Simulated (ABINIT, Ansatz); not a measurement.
# Quasiparticle gap of Ba2IBrF2 (P4mm) in ABINIT, part 2 of 3

Aim: the G0W0 gap of Ba2IBrF2 (P4mm) on PBEsol, step by step.

ABINIT 10.8.3; PBEsol and many-body steps on it, plane waves. Known limits of the many-body steps: not at the basis limit; no spin-orbit coupling; coarse k mesh.

So far. Step 2 (Ground state): The gap is direct, at Γ.

**3. Bands along the symmetry lines**

Level of this step: DFT, PBEsol, plane waves, norm-conserving pseudopotentials (ABINIT).

Levels along a band path, at the cheap level, show where the edges lie and whether the meshes to come will hold them.

Contents of run.abi:

```
acell 3*1.0 Angstrom
rprim 
  4.623364000000 0.000000000000 0.000000000000
  0.000000000000 4.623364000000 0.000000000000
  0.000000000000 0.000000000000 7.991386000000
ntypat 4
znucl 56 53 35 9
natom 6
typat 1 1 2 3 4 4
xred 
  0.500000000000 0.500000000000 0.827396000000
  0.000000000000 0.000000000000 0.185191000000
  0.000000000000 0.000000000000 0.641387000000
  0.500000000000 0.500000000000 0.340098000000
  0.500000000000 0.000000000000 0.002964000000
  0.000000000000 0.500000000000 0.002964000000
pp_dirpath "pseudos"
pseudos "Ba.upf, I.upf, Br.upf, F.upf"
ecut 36
iscf -2
irdden 1
kptopt 0
nkpt 39
kpt 
  0.00000000 0.00000000 0.00000000
  0.00000000 0.12500000 0.00000000
  0.00000000 0.25000000 0.00000000
  0.00000000 0.37500000 0.00000000
  0.00000000 0.50000000 0.00000000
  0.12500000 0.50000000 0.00000000
  0.25000000 0.50000000 0.00000000
  0.37500000 0.50000000 0.00000000
  0.50000000 0.50000000 0.00000000
  0.37500000 0.37500000 0.00000000
  0.25000000 0.25000000 0.00000000
  0.12500000 0.12500000 0.00000000
  0.00000000 0.00000000 0.00000000
  0.00000000 0.00000000 0.12500000
  0.00000000 0.00000000 0.25000000
  0.00000000 0.00000000 0.37500000
  0.00000000 0.00000000 0.50000000
  0.00000000 0.12500000 0.50000000
  0.00000000 0.25000000 0.50000000
  0.00000000 0.37500000 0.50000000
  0.00000000 0.50000000 0.50000000
  0.12500000 0.50000000 0.50000000
  0.25000000 0.50000000 0.50000000
  0.37500000 0.50000000 0.50000000
  0.50000000 0.50000000 0.50000000
  0.37500000 0.37500000 0.50000000
  0.25000000 0.25000000 0.50000000
  0.12500000 0.12500000 0.50000000
  0.00000000 0.00000000 0.50000000
  0.00000000 0.50000000 0.00000000
  0.00000000 0.50000000 0.12500000
  0.00000000 0.50000000 0.25000000
  0.00000000 0.50000000 0.37500000
  0.00000000 0.50000000 0.50000000
  0.50000000 0.50000000 0.00000000
  0.50000000 0.50000000 0.12500000
  0.50000000 0.50000000 0.25000000
  0.50000000 0.50000000 0.37500000
  0.50000000 0.50000000 0.50000000
istwfk *1
nband 31
nbdbuf 2
tolwfr 1e-08
nstep 40
prtwf 0
prtvol 0
indata_prefix "in"
outdata_prefix "out"
tmpdata_prefix "tmp"
```

Started as:

```bash
OMP_NUM_THREADS=1 mpirun -n 4 abinit run.abi > log
```

Numbers of over 12 decimals in the logs are rounded to 6 here.

The program printed:

```text
.Version 10.8.3 of ABINIT. v10.8.2 released Aug 2026.

 Symmetries : space group P4 m m (# 99); Bravais tP (primitive tetrag.)
[... echo of the input left out ...]
== DATASET  1 ==================================================================
-   mpi_nproc: 4, omp_nthreads: 1 (-1 if OMP is not activated)

--- !DatasetInfo
iteration_state: {dtset: 1, }
dimensions: {natom: 6, nkpt: 39, mband: 31, nsppol: 1, nspinor: 1, nspden: 1, mpw: 11965, }
cutoff_energies: {ecut:  36.0, pawecutdg:  -1.0, }
electrons: {nelect:   4.80000000E+01, charge:   0.00000000E+00, occopt:   1.00000000E+00, tsmear:   1.00000000E-02, }

 Real(R)+Recip(G) space primitive vectors, cartesian coordinates (Bohr,Bohr^-1):
 R(1)=  8.7368917  0.0000000  0.0000000  G(1)=  0.1144572  0.0000000  0.0000000
 R(2)=  0.0000000  8.7368917  0.0000000  G(2)=  0.0000000  0.1144572  0.0000000
 R(3)=  0.0000000  0.0000000 15.1015309  G(3)=  0.0000000  0.0000000  0.0662185
 Unit cell volume ucvol=  1.1527493E+03 bohr^3
 Angles (23,13,12)=  9.00000000E+01  9.00000000E+01  9.00000000E+01 degrees

 getcut: wavevector=  0.0000  0.0000  0.0000  ngfft=  48  48  90
         ecut(hartree)=     36.000   => boxcut(ratio)=   2.03408

--- Pseudopotential description ------------------------------------------------
- Ba Generated using ONCVPSP code by D. R. Hamann
- 56.00000  10.00000  180301                  znucl, zion, pspdat
12 -116133 2 -1 1936                          pspcod,pspxc,lmax,lloc,mmax
     nproj     2     2     2
  pspatm : epsatm=   26.37418133
         --- l  ekb(1:nproj) -->
             0    6.652372    0.677024
             1    5.027722    0.408462
             2    2.543237    0.416854
 pspatm: atomic psp has been read  and splines computed

- I Generated using ONCVPSP code by D. R. Hamann
- 53.00000   7.00000  180301                  znucl, zion, pspdat
12 -116133 2 -1 1182                          pspcod,pspxc,lmax,lloc,mmax
     nproj     2     2     2
  pspatm : epsatm=   18.14238455
         --- l  ekb(1:nproj) -->
[...]
pspatm: atomic psp has been read  and splines computed

- Br Generated using ONCVPSP code by D. R. Hamann
- 35.00000   7.00000  180301                  znucl, zion, pspdat
12 -116133 2 -1 1098                          pspcod,pspxc,lmax,lloc,mmax
     nproj     2     2     2
  pspatm : epsatm=   10.94932683
         --- l  ekb(1:nproj) -->
[...]
pspatm: atomic psp has been read  and splines computed

- F Generated using ONCVPSP code by D. R. Hamann
-  9.00000   7.00000  180301                  znucl, zion, pspdat
12 -116133 2 -1 832                           pspcod,pspxc,lmax,lloc,mmax
     nproj     2     2     1
  pspatm : epsatm=    4.89824381
         --- l  ekb(1:nproj) -->
[...]
2   -2.394754
 pspatm: atomic psp has been read  and splines computed

[...]
2.7784E-02  2.7784E-02  5.8140E-02  6.3196E-02  6.8379E-02  6.8379E-02
  3.1213E-01  3.1213E-01  3.1279E-01  3.2443E-01  3.3084E-01  3.5036E-01
  3.7119E-01

--- !ResultsGS
iteration_state: {dtset: 1, }
comment   : Summary of ground state results
lattice_vectors:
- [  8.7368917,   0.0000000,   0.0000000, ]
- [  0.0000000,   8.7368917,   0.0000000, ]
- [  0.0000000,   0.0000000,  15.1015309, ]
lattice_lengths: [   8.73689,    8.73689,   15.10153, ]
lattice_angles: [ 90.000,  90.000,  90.000, ] # degrees, (23, 13, 12)
lattice_volume:   1.1527493E+03
convergence: {deltae:  0.000E+00, res2:  0.000E+00, residm:  9.991E-09, diffor:  0.000E+00, }
etotal    :  -1.34458410E+02
entropy   :   0.00000000E+00
fermie    :   8.81151188E-02
cartesian_stress_tensor: null
pressure_GPa: null
xred      :
- [  5.0000E-01,   5.0000E-01,   8.2740E-01, Ba]
- [  0.0000E+00,   0.0000E+00,   1.8519E-01, Ba]
- [  0.0000E+00,   0.0000E+00,   6.4139E-01,  I]
- [  5.0000E-01,   5.0000E-01,   3.4010E-01, Br]
- [  5.0000E-01,   0.0000E+00,   2.9640E-03,  F]
- [  0.0000E+00,   5.0000E-01,   2.9640E-03,  F]
cartesian_forces: null
force_length_stats: {min: null, max: null, mean: null, }

 Integrated electronic density in atomic spheres:
 ------------------------------------------------
 Atom  Sphere_radius  Integrated_density
[...]
================================================================================

 ----iterations are completed or convergence reached----

 Mean square residual over all n,k,spin=   57.048E-10; max=  99.914E-10
 reduced coordinates (array xred) for    6 atoms
[...]
0.500000000000      0.000000000000      0.002964000000
       0.000000000000      0.500000000000      0.002964000000

 cartesian coordinates (angstrom) at end:
    1      2.311682     2.311682     6.612041
    2      0.000000     0.000000     1.479933
    3      0.000000     0.000000     5.125571
    4      2.311682     2.311682     2.717854
    5      2.311682     0.000000     0.023686
    6      0.000000     2.311682     0.023686
 length scales=  1.889726125908  1.889726125908  1.889726125908 bohr
              =  1.000000000000  1.000000000000  1.000000000000 angstroms
 prteigrs : about to open file out_EIG
 Eigenvalues (hartree) for nkpt=  39  k points:
 kpt#   1, nband= 31, wtk=  1.00000, kpt=  0.0000  0.0000  0.0000 (reduced coord)
[...]
kpt#   2, nband= 31, wtk=  1.00000, kpt=  0.0000  0.1250  0.0000 (reduced coord)
[...]
kpt#   3, nband= 31, wtk=  1.00000, kpt=  0.0000  0.2500  0.0000 (reduced coord)
[...]
kpt#  38, nband= 31, wtk=  1.00000, kpt=  0.5000  0.5000  0.3750 (reduced coord)
[...]
0.30456    0.31264    0.31264    0.31519    0.33756    0.35605    0.37120
 kpt#  39, nband= 31, wtk=  1.00000, kpt=  0.5000  0.5000  0.5000 (reduced coord)
[...]
-0.31303   -0.30661   -0.30661   -0.29480   -0.03628   -0.03342   -0.01453   -0.01317
  -0.01085   -0.01085    0.02778    0.02778    0.05814    0.06320    0.06838    0.06838
   0.31213    0.31213    0.31279    0.32443    0.33084    0.35036    0.37119

== END DATASET(S) ==============================================================
================================================================================

 -outvars: echo values of variables after computation  --------
            nband          31
             nkpt          39
          spgroup          99
 [... the other variables as echoed above ...]

 Calculation completed.
```

It took 2.9 min on 4 MPI ranks of Arm Neoverse N1, shared host; peak memory 0.55 GiB.

Numbers from this step:

| Property | Result |
| --- | --- |
| gap | 4.249 eV |
| k of the valence top | 0, 0, 0 |
| k of the conduction bottom | 0, 0, 0 |
| least direct gap | 4.249 eV |

The gap is 4.249 eV, as in the run before at this level.

The electronic bands at the labelled points (eV, zero at the top of the highest filled band):

| point | band 21 | band 22 | band 23 | band 24 | band 25 | band 26 | band 27 | band 28 |
| --- | --- | --- | --- | --- | --- | --- | --- | --- |
| Γ | -0.86 | -0.18 | 0.00 | 0.00 | 4.25 | 4.56 | 5.00 | 5.65 |
| halfway | -0.87 | -0.54 | -0.19 | -0.17 | 5.03 | 5.25 | 5.53 | 5.68 |
| X | -0.85 | -0.41 | -0.41 | -0.33 | 5.00 | 5.06 | 5.52 | 5.58 |
| halfway | -0.78 | -0.58 | -0.43 | -0.39 | 5.22 | 5.39 | 5.51 | 5.66 |
| M | -0.81 | -0.69 | -0.54 | -0.54 | 5.24 | 5.38 | 6.22 | 6.22 |
| halfway | -0.91 | -0.58 | -0.30 | -0.26 | 5.17 | 5.25 | 5.59 | 5.96 |
| Γ | -0.86 | -0.18 | 0.00 | 0.00 | 4.25 | 4.56 | 5.00 | 5.65 |
| halfway | -0.84 | -0.39 | -0.02 | -0.02 | 4.39 | 4.97 | 5.39 | 5.44 |
| Z | -0.81 | -0.64 | -0.03 | -0.03 | 4.64 | 5.04 | 5.56 | 5.84 |
| halfway | -0.82 | -0.35 | -0.22 | -0.19 | 5.25 | 5.49 | 5.79 | 5.89 |
| R | -0.83 | -0.39 | -0.33 | -0.32 | 5.29 | 5.30 | 5.97 | 6.28 |
| halfway | -0.83 | -0.63 | -0.50 | -0.45 | 5.57 | 5.80 | 6.31 | 6.31 |
| A | -0.82 | -0.68 | -0.54 | -0.54 | 6.10 | 6.10 | 6.11 | 6.43 |
| halfway | -1.12 | -0.51 | -0.34 | -0.27 | 5.63 | 5.98 | 6.17 | 6.22 |
| Z | -0.81 | -0.64 | -0.03 | -0.03 | 4.64 | 5.04 | 5.56 | 5.84 |
| jump to X | -0.85 | -0.41 | -0.41 | -0.33 | 5.00 | 5.06 | 5.52 | 5.58 |
| halfway | -0.84 | -0.40 | -0.36 | -0.32 | 5.13 | 5.18 | 5.76 | 5.92 |
| R | -0.83 | -0.39 | -0.33 | -0.32 | 5.29 | 5.30 | 5.97 | 6.28 |
| jump to M | -0.81 | -0.69 | -0.54 | -0.54 | 5.24 | 5.38 | 6.22 | 6.22 |
| halfway | -0.82 | -0.68 | -0.54 | -0.54 | 5.56 | 5.78 | 6.15 | 6.15 |
| A | -0.82 | -0.68 | -0.54 | -0.54 | 6.10 | 6.10 | 6.11 | 6.43 |

**4. Empty states on the mesh, 2×2×1 mesh, 117 bands**

The sums over transitions need many empty states on a uniform mesh; this step solves for them.

Contents of run.abi:

```
acell 3*1.0 Angstrom
rprim 
  4.623364000000 0.000000000000 0.000000000000
  0.000000000000 4.623364000000 0.000000000000
  0.000000000000 0.000000000000 7.991386000000
ntypat 4
znucl 56 53 35 9
natom 6
typat 1 1 2 3 4 4
xred 
  0.500000000000 0.500000000000 0.827396000000
  0.000000000000 0.000000000000 0.185191000000
  0.000000000000 0.000000000000 0.641387000000
  0.500000000000 0.500000000000 0.340098000000
  0.500000000000 0.000000000000 0.002964000000
  0.000000000000 0.500000000000 0.002964000000
pp_dirpath "pseudos"
pseudos "Ba.upf, I.upf, Br.upf, F.upf"
ecut 36
ngkpt 2 2 1
nshiftk 1
shiftk 0 0 0
kptopt 1
chksymbreak 0
iscf -2
irdden 1
istwfk *1
nband 117
nbdbuf 10
tolwfr 1e-09
nstep 60
prtvol 0
indata_prefix "in"
outdata_prefix "out"
tmpdata_prefix "tmp"
```

Started as:

```bash
OMP_NUM_THREADS=1 mpirun -n 3 abinit run.abi > log
```

The program printed:

```text
.Version 10.8.3 of ABINIT. v10.8.2 released Aug 2026.

 Symmetries : space group P4 m m (# 99); Bravais tP (primitive tetrag.)
[... echo of the input left out ...]
== DATASET  1 ==================================================================
-   mpi_nproc: 3, omp_nthreads: 1 (-1 if OMP is not activated)

--- !DatasetInfo
iteration_state: {dtset: 1, }
dimensions: {natom: 6, nkpt: 3, mband: 117, nsppol: 1, nspinor: 1, nspden: 1, mpw: 11965, }
cutoff_energies: {ecut:  36.0, pawecutdg:  -1.0, }
electrons: {nelect:   4.80000000E+01, charge:   0.00000000E+00, occopt:   1.00000000E+00, tsmear:   1.00000000E-02, }

 Real(R)+Recip(G) space primitive vectors, cartesian coordinates (Bohr,Bohr^-1):
 R(1)=  8.7368917  0.0000000  0.0000000  G(1)=  0.1144572  0.0000000  0.0000000
 R(2)=  0.0000000  8.7368917  0.0000000  G(2)=  0.0000000  0.1144572  0.0000000
 R(3)=  0.0000000  0.0000000 15.1015309  G(3)=  0.0000000  0.0000000  0.0662185
 Unit cell volume ucvol=  1.1527493E+03 bohr^3
 Angles (23,13,12)=  9.00000000E+01  9.00000000E+01  9.00000000E+01 degrees

 getcut: wavevector=  0.0000  0.0000  0.0000  ngfft=  48  48  90
         ecut(hartree)=     36.000   => boxcut(ratio)=   2.03408

--- Pseudopotential description ------------------------------------------------
- Ba Generated using ONCVPSP code by D. R. Hamann
- 56.00000  10.00000  180301                  znucl, zion, pspdat
12 -116133 2 -1 1936                          pspcod,pspxc,lmax,lloc,mmax
     nproj     2     2     2
  pspatm : epsatm=   26.37418133
         --- l  ekb(1:nproj) -->
             0    6.652372    0.677024
             1    5.027722    0.408462
             2    2.543237    0.416854
 pspatm: atomic psp has been read  and splines computed

- I Generated using ONCVPSP code by D. R. Hamann
- 53.00000   7.00000  180301                  znucl, zion, pspdat
12 -116133 2 -1 1182                          pspcod,pspxc,lmax,lloc,mmax
     nproj     2     2     2
  pspatm : epsatm=   18.14238455
         --- l  ekb(1:nproj) -->
[...]
pspatm: atomic psp has been read  and splines computed

- Br Generated using ONCVPSP code by D. R. Hamann
- 35.00000   7.00000  180301                  znucl, zion, pspdat
12 -116133 2 -1 1098                          pspcod,pspxc,lmax,lloc,mmax
     nproj     2     2     2
  pspatm : epsatm=   10.94932683
         --- l  ekb(1:nproj) -->
[...]
pspatm: atomic psp has been read  and splines computed

- F Generated using ONCVPSP code by D. R. Hamann
-  9.00000   7.00000  180301                  znucl, zion, pspdat
12 -116133 2 -1 832                           pspcod,pspxc,lmax,lloc,mmax
     nproj     2     2     1
  pspatm : epsatm=    4.89824381
         --- l  ekb(1:nproj) -->
[...]
2   -2.394754
 pspatm: atomic psp has been read  and splines computed

[...]
3.84E-10  3.56E-10  2.06E-10  2.69E-10  7.19E-10  7.41E-10  4.49E-10  8.87E-10
[...]
2.21E-08  1.58E-06  2.78E-05  4.16E-05  4.87E-05
 -8.5880E-01 -8.5458E-01 -6.9056E-01 -6.8943E-01 -3.8069E-01 -3.2095E-01
 -3.1469E-01 -3.1469E-01 -3.0663E-01 -3.0650E-01 -3.0650E-01 -2.8951E-01
 -3.3679E-02 -2.9258E-02 -2.9170E-02 -2.9170E-02 -1.1727E-02 -1.1727E-02
[...]
1.2283E+00  1.2283E+00  1.2331E+00  1.2515E+00  1.2515E+00  1.2543E+00
  1.2567E+00  1.2567E+00  1.2607E+00  1.2739E+00  1.2798E+00  1.2995E+00
[...]
prteigrs : prtvol=0 or 1, do not print more k-points.

--- !ResultsGS
iteration_state: {dtset: 1, }
comment   : Summary of ground state results
lattice_vectors:
- [  8.7368917,   0.0000000,   0.0000000, ]
- [  0.0000000,   8.7368917,   0.0000000, ]
- [  0.0000000,   0.0000000,  15.1015309, ]
lattice_lengths: [   8.73689,    8.73689,   15.10153, ]
lattice_angles: [ 90.000,  90.000,  90.000, ] # degrees, (23, 13, 12)
lattice_volume:   1.1527493E+03
convergence: {deltae:  0.000E+00, res2:  0.000E+00, residm:  9.976E-10, diffor:  0.000E+00, }
etotal    :  -1.34458410E+02
entropy   :   0.00000000E+00
fermie    :   8.81151188E-02
cartesian_stress_tensor: null
pressure_GPa: null
xred      :
- [  5.0000E-01,   5.0000E-01,   8.2740E-01, Ba]
- [  0.0000E+00,   0.0000E+00,   1.8519E-01, Ba]
- [  0.0000E+00,   0.0000E+00,   6.4139E-01,  I]
- [  5.0000E-01,   5.0000E-01,   3.4010E-01, Br]
- [  5.0000E-01,   0.0000E+00,   2.9640E-03,  F]
- [  0.0000E+00,   5.0000E-01,   2.9640E-03,  F]
cartesian_forces: null
force_length_stats: {min: null, max: null, mean: null, }

 Integrated electronic density in atomic spheres:
 ------------------------------------------------
 Atom  Sphere_radius  Integrated_density
[...]
================================================================================

 ----iterations are completed or convergence reached----

 Mean square residual over all n,k,spin=   53.979E-11; max=  99.759E-11
 reduced coordinates (array xred) for    6 atoms
[...]
0.500000000000      0.000000000000      0.002964000000
       0.000000000000      0.500000000000      0.002964000000

 cartesian coordinates (angstrom) at end:
    1      2.311682     2.311682     6.612041
    2      0.000000     0.000000     1.479933
    3      0.000000     0.000000     5.125571
    4      2.311682     2.311682     2.717854
    5      2.311682     0.000000     0.023686
    6      0.000000     2.311682     0.023686
 length scales=  1.889726125908  1.889726125908  1.889726125908 bohr
              =  1.000000000000  1.000000000000  1.000000000000 angstroms
 prteigrs : about to open file out_EIG
 Eigenvalues (hartree) for nkpt=   3  k points:
 kpt#   1, nband=117, wtk=  0.25000, kpt=  0.0000  0.0000  0.0000 (reduced coord)
[...]
1.18031    1.19198    1.19198    1.19908    1.19998    1.22729    1.22825    1.22825
   1.23306    1.25154    1.25154    1.25433    1.25666    1.25666    1.26068    1.27386
   1.27984    1.29953    1.31749    1.32288    1.32380
 prteigrs : prtvol=0 or 1, do not print more k-points.

== END DATASET(S) ==============================================================
================================================================================

 -outvars: echo values of variables after computation  --------
            nband         117
             nkpt           3
          spgroup          99
 [... the other variables as echoed above ...]

 Calculation completed.
```

Wall time 90 s (3 MPI ranks); peak memory 0.37 GiB; 4.5 min of CPU time.

Numbers from this step:

```yaml
gap: 4.249 eV
k_of_the_valence_top: 0, 0, 0
k_of_the_conduction_bottom: 0, 0, 0
least_direct_gap: 4.249 eV
k_points_computed: 3
lowest_point_of_the_top_converged_band_above_the_valence_top: 31.66 eV
```

On this mesh the gap is 4.249 eV.

**5. Screening, 2×2×1 mesh, 107 bands, screening to 98 eV**

The RPA dielectric matrix is built and inverted for each q.

This step: RPA screening on PBEsol, plane waves, norm-conserving pseudopotentials.

Edit run.abi of step 4 so:

```diff
@@ -24,10 +24,11 @@
 chksymbreak 0
-iscf -2
-irdden 1
 istwfk *1
-nband 117
-nbdbuf 10
-tolwfr 1e-09
-nstep 60
-prtvol 0
+occopt 1
+irdwfk 1
+optdriver 3
+nband 107
+ecuteps 3.6
+inclvkb 2
+awtr 1
+symchi 1
 indata_prefix "in"
```

Started as:

```bash
OMP_NUM_THREADS=1 mpirun -n 4 abinit run.abi > log
```

The program printed:

```text
.Version 10.8.3 of ABINIT. v10.8.2 released Aug 2026.

 Symmetries : space group P4 m m (# 99); Bravais tP (primitive tetrag.)
[... echo of the input left out ...]
== DATASET  1 ==================================================================
-   mpi_nproc: 4, omp_nthreads: 1 (-1 if OMP is not activated)

--- !DatasetInfo
iteration_state: {dtset: 1, }
dimensions: {natom: 6, nkpt: 3, mband: 107, nsppol: 1, nspinor: 1, nspden: 1, mpw: 11965, }
cutoff_energies: {ecut:  36.0, pawecutdg:  -1.0, }
electrons: {nelect:   4.80000000E+01, charge:   0.00000000E+00, occopt:   1.00000000E+00, tsmear:   1.00000000E-02, }

 SCREENING: Calculation of the susceptibility and dielectric matrices

 Based on a program developped by R.W. Godby, V. Olevano, G. Onida, and L. Reining.
 Incorporated in ABINIT by V. Olevano, G.-M. Rignanese, and M. Torrent.
.Using double precision arithmetic ; gwpc =  8

[... cell and pseudopotentials left out ...]
--------------------------------------------------------------------------------

 ==== K-mesh for the wavefunctions ====
 Number of points in the irreducible wedge :     3
[... list of points left out ...]
 Together with  8 symmetry operations and time-reversal symmetry
 yields     4 points in the full Brillouin Zone.

 ==== Q-mesh for the screening function ====
 Number of points in the irreducible wedge :     3
[... list of points left out ...]
 Together with  8 symmetry operations and time-reversal symmetry
 yields     4 points in the full Brillouin Zone.

 setmesh: FFT mesh size selected  =    32x   32x   54
          total number of points  =        55296

 vcoul_init : cutoff-mode = AUXILIARY_FUNCTION
 q-points for optical limit:   1
     1)      0.000010    0.000020    0.000030

- screening: taking advantage of time-reversal symmetry
- Maximum band index for partially occupied states nbvw = 24
- Remaining bands to be divided among processors   nbcw = 83
- Number of bands treated by each node ~20

 Number of electrons calculated from density =   48.0000; Expected =   48.0000
 average of density, n =  0.041640
 r_s =    1.7898
 omega_plasma =   19.6838 [eV]

 calculating chi0 at frequencies [eV] :
  1    0.000000E+00    0.000000E+00
  2    0.000000E+00    1.968379E+01

--------------------------------------------------------------------------------
  q-point number  1        q = ( 0.000000, 0.000000, 0.000000) [r.l.u.]
--------------------------------------------------------------------------------
[... chi0 elements left out ...]
 For q-point:  0.000010 0.000020 0.000030
  dielectric constant =   3.6770
  dielectric constant without local fields =   4.3071

  Average fulfillment of the sum rule on Im[epsilon] for q-point    1 :     60.37  [%]
[... wings left out ...]
  q-point number  2        q = ( 0.500000, 0.000000, 0.000000) [r.l.u.]
--------------------------------------------------------------------------------
[... chi0 elements left out ...]
  Average fulfillment of the sum rule on Im[epsilon] for q-point    2 :     64.93  [%]

 [... 1 further q-points ...]
```

Run time: 40 s. Hardware: 4 MPI ranks; peak memory 1.1 GiB.

This step gave:

| Item | Value |
| --- | --- |
| ε∞ with local fields, on this mesh, along the program's q direction | 3.677 |
| the same without local fields | 4.307 |
| plasma frequency | 19.68 eV |
| plane waves in the screening matrix | 385 |

Local fields lower ε∞ by 15 %. On a Γ-centred mesh this coarse the value itself is usually too large, while a short band sum pulls it down.

(Continued in part 3 of 3.)

[Paths, hosts, dates, memory and timing lines, banners, echoed tables and standing remarks are left out of the program output.]

[Logs are printed without paths, hosts, clocks, repeated set-up lines and the standing remarks that a program may print on its own settings, such as how far it seeks lower states.]

[Runs of the session that timed out or met a known fault of the program may be left out.]

[Hosts, paths, dates, database ids (printed as entryN), source tags and the programs' standing remarks are cut or masked in the printed files.]

[G0W0 gaps are taken among the corrected bands and points alone; a level outside them can change the order at an edge.]

[Where Ansatz stands beside ABINIT at settings called matched, ABINIT's density can come from a denser mesh and the files from another edition; pairs whose starting gaps differed by over 0.03 eV were left out, so agreement reads better than it is.]
